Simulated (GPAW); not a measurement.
# A 8-layer slab of Pb(100) in an electric field, part 2 of 2

How does a 8-layer slab of Pb(100) screen a perpendicular field?

GPAW 26.7.0; GPAW, PAW setups; slab in vacuum, relaxation (the session's first sound run).

So far. Step 5 (In a field): The dipole is now -0.147 e Å, against -0.0047 in the run without a field.

**8. Field on (continued)**

The electrostatic potential energy of an electron (without an applied field's), less the Fermi level, planar mean oscillates, so the rows of the table below give means over windows of 2.5 Å about each position, cut where the curve ends. Its maxima inside the range that stand out by 2 % of the span (Å: eV): 1.6: 4.74, 9.3: 0.682, 11.7: 0.319, 14.3: 0.0481, 16.7: 0.208, 19.2: -0.386, 21.8: 0.384, 24.3: -1.51. Its minima: 8.0: -17.6, 10.5: -17.8, 12.9: -18.2, 15.4: -18.4, 17.9: -18.5, 20.4: -18.9, 23.1: -19.1, 25.5: -19.4.

Electrostatic potential energy of an electron (without an applied field's), less the Fermi level, planar mean against z; means over each step:

z (Å), electrostatic potential energy of an electron (without an applied field's), less the Fermi level, planar mean (eV) and a bar from the least value:
```
     1.25        4.7 ##############################
     3.75        4.7 ##############################
     6.25        2.6 #########################
     8.75       -6.8 #####
    11.25       -7.2 ####
    13.75       -7.4 ###
    16.25       -7.3 ###
    18.75       -7.9 ##
    21.25       -7.1 ####
    23.75       -8.8 
    26.25       -6.5 #####
    28.75        2.7 #########################
    31.25        2.7 ##########################
```

The dipole is now 0.137 e Å, against -0.0047 in the run without a field.

**9. In a field**

The input, run.py:

```python
import json
import numpy as np
from ase import Atoms
from gpaw import GPAW, PW
from gpaw.external import ConstantElectricField

slab = Atoms(
    ['Pb', 'Pb', 'Pb', 'Pb', 'Pb', 'Pb', 'Pb', 'Pb'],
    positions=[
        [1.75009, 1.75009, 8.00000],
        [0.00000, 0.00000, 10.47500],
        [1.75009, 1.75009, 12.95000],
        [0.00000, 0.00000, 15.42500],
        [1.75009, 1.75009, 17.96089],
        [-0.00000, 0.00000, 20.43306],
        [1.75009, 1.75009, 23.13726],
        [0.00000, -0.00000, 25.48795]],
    cell=[[3.50018, 0.0, 0.0], [0.0, 3.50018, 0.0], [0.0, 0.0, 33.325]],
    pbc=[True, True, False])

slab.calc = GPAW(mode=PW(400), xc='PBE', kpts={'size': (9, 9, 1), 'gamma': True},
                 occupations={'name': 'fermi-dirac', 'width': 0.1}, nbands='200%',
                 convergence={'density': 1e-05}, maxiter=200,
                 poissonsolver={'dipolelayer': 'xy'},
                 external=ConstantElectricField(0.2, [0, 0, 1]),
                 symmetry={'tolerance': 1e-3}, txt='slab.txt')
result = {}
energy = slab.get_potential_energy()
fermi = slab.calc.get_fermi_level()
v = slab.calc.get_electrostatic_potential().mean((0, 1)) - fermi
n = slab.calc.get_pseudo_density().mean((0, 1))
L = slab.cell[2, 2]
z = np.arange(len(v)) * L / len(v)
low, high = slab.positions[:, 2].min(), slab.positions[:, 2].max()
below, above = np.interp([low - 5.8, high + 5.8], z, v)
slopes = [np.interp(x, z, np.gradient(v, z)) for x in (low - 5.8, high + 5.8)]
eps = np.array([[slab.calc.get_eigenvalues(k, s) for k in range(len(slab.calc.get_ibz_k_points()))]
                for s in range(slab.calc.get_number_of_spins())]) - fermi
top, bottom = eps[eps < 0].max(), eps[eps > 0].min()
dipole = slab.get_dipole_moment()[2]
print(f'energy {energy:.4f} eV, Fermi level {fermi:.4f} eV, dipole {dipole:.5f} e A')
print(f'potential 5.8 A off the faces, from the Fermi level: lower {below:.4f} eV, upper {above:.4f} eV')
print(f'slope of the potential there: lower {slopes[0]:.5f}, upper {slopes[1]:.5f} eV/A')
print(f'nearest levels on the mesh: {top:.4f} and {bottom:.4f} eV')
print('magnetic moment', round(slab.get_magnetic_moment(), 3))
result.update(energy=energy, fermi=fermi, dipole=dipole, below=below, above=above, slopes=slopes, edges=[top, bottom],
              z=z.tolist(), v=v.tolist(), n=n.tolist(), positions=slab.positions.tolist(),
              forces=slab.get_forces(apply_constraint=False).tolist(), moments=slab.get_magnetic_moments().tolist())
json.dump(result, open('result.json', 'w'))
```

Launch:

```sh
$ OMP_NUM_THREADS=1 OPENBLAS_NUM_THREADS=1 python run.py
```

Run time: 22 min. Hardware: 1 thread of Arm Neoverse V2, shared host; peak memory 0.88 GiB.

The electrostatic potential energy of an electron (without an applied field's), less the Fermi level, planar mean oscillates, so the rows of the table below give means over windows of 2.5 Å about each position, cut where the curve ends. Its maxima inside the range that stand out by 2 % of the span (Å: eV): 1.6: 5.79, 9.3: 1.42, 11.7: 0.818, 14.3: 0.288, 16.7: 0.208, 19.2: -0.636, 21.8: -0.124, 24.3: -2.27. Its minima: 8.0: -16.8, 10.5: -17.2, 12.9: -17.8, 15.4: -18.3, 17.9: -18.7, 20.4: -19.3, 23.1: -19.8, 25.5: -20.3.

The electrostatic potential energy of an electron (without an applied field's), less the Fermi level, planar mean by z; means over each step:

z (Å), electrostatic potential energy of an electron (without an applied field's), less the Fermi level, planar mean (eV) and a bar from the least value:
```
     1.25        5.6 ##############################
     3.75        5.8 ##############################
     6.25        3.6 ##########################
     8.75       -6.0 #######
    11.25       -6.7 ######
    13.75       -7.1 #####
    16.25       -7.3 ####
    18.75       -8.1 ###
    21.25       -7.5 ####
    23.75       -9.5 
    26.25       -7.5 ####
    28.75        1.6 ######################
    31.25        1.7 ######################
```

The dipole is now 0.279 e Å, against -0.0047 in the run without a field.

**10. In a field**

Edit run.py of step 9 so:

```diff
@@ -24,3 +24,3 @@
                  poissonsolver={'dipolelayer': 'xy'},
-                 external=ConstantElectricField(0.2, [0, 0, 1]),
+                 external=ConstantElectricField(0.3, [0, 0, 1]),
                  symmetry={'tolerance': 1e-3}, txt='slab.txt')
```

Elapsed: 21 min, on 1 thread; peak memory 0.88 GiB.

The dipole is now 0.420 e Å, against -0.0047 in the run without a field.

**11. The series**

The members are put on one axis.

This step: induced dipole against applied field (GPAW 26.7.0).

Dipole along the normal against field:

| field (V/Å) | dipole along the normal (e·Å) |
| --- | --- |
| -0.200 | -0.288 |
| -0.100 | -0.147 |
| -0.050 | -0.0757 |
| 0.000 | -0.00466 |
| 0.050 | 0.0660 |
| 0.100 | 0.137 |
| 0.200 | 0.279 |
| 0.300 | 0.420 |

**12. Outcome**

- work function, upper and lower face: 3.770 and 3.699 eV
- dipole along the normal: -0.00466 e Å
- induced dipole per field: 1.42 e Å per V/Å
- out-of-plane polarisability per area, α/(ε0 A): 20.9 Å

**Reading.** The field induces 1.42 e Å per V/Å, a polarisable thickness α/(ε0 A) of 20.9 Å beside 17.5 Å between the outermost nuclei. A perfect conductor would give the distance between its two image planes; a dielectric of thickness t gives t(1 - 1/ε). The two faces differ by 0.071 eV, the step that the slab's dipole makes (e p/(ε0 A) gives 0.069 eV), so the dipole layer is needed. The lowest atoms were held at bulk positions, which alone makes the faces unlike. The measured value for polycrystalline Pb, which weights the faces of low work function, is 4.25 eV (as compiled in "Anisotropic work function of elemental crystals", 2019, arxiv:1902.07811); the relaxed upper face lies 0.48 eV under it with PBE. Measured work functions scatter by a tenth of an eV or more between methods. The induced dipole is linear in the field over this range. The in-plane lattice was kept as typed, which isn't the functional's own and leaves some strain; spin-orbit coupling and temperature are left out.

[Logs are printed without paths, hosts, clocks, repeated set-up lines and the standing remarks that a program may print on its own settings, such as how far it seeks lower states.]

[Hosts, paths, dates, database ids (printed as entryN), source tags and the programs' standing remarks are cut or masked in the printed files.]
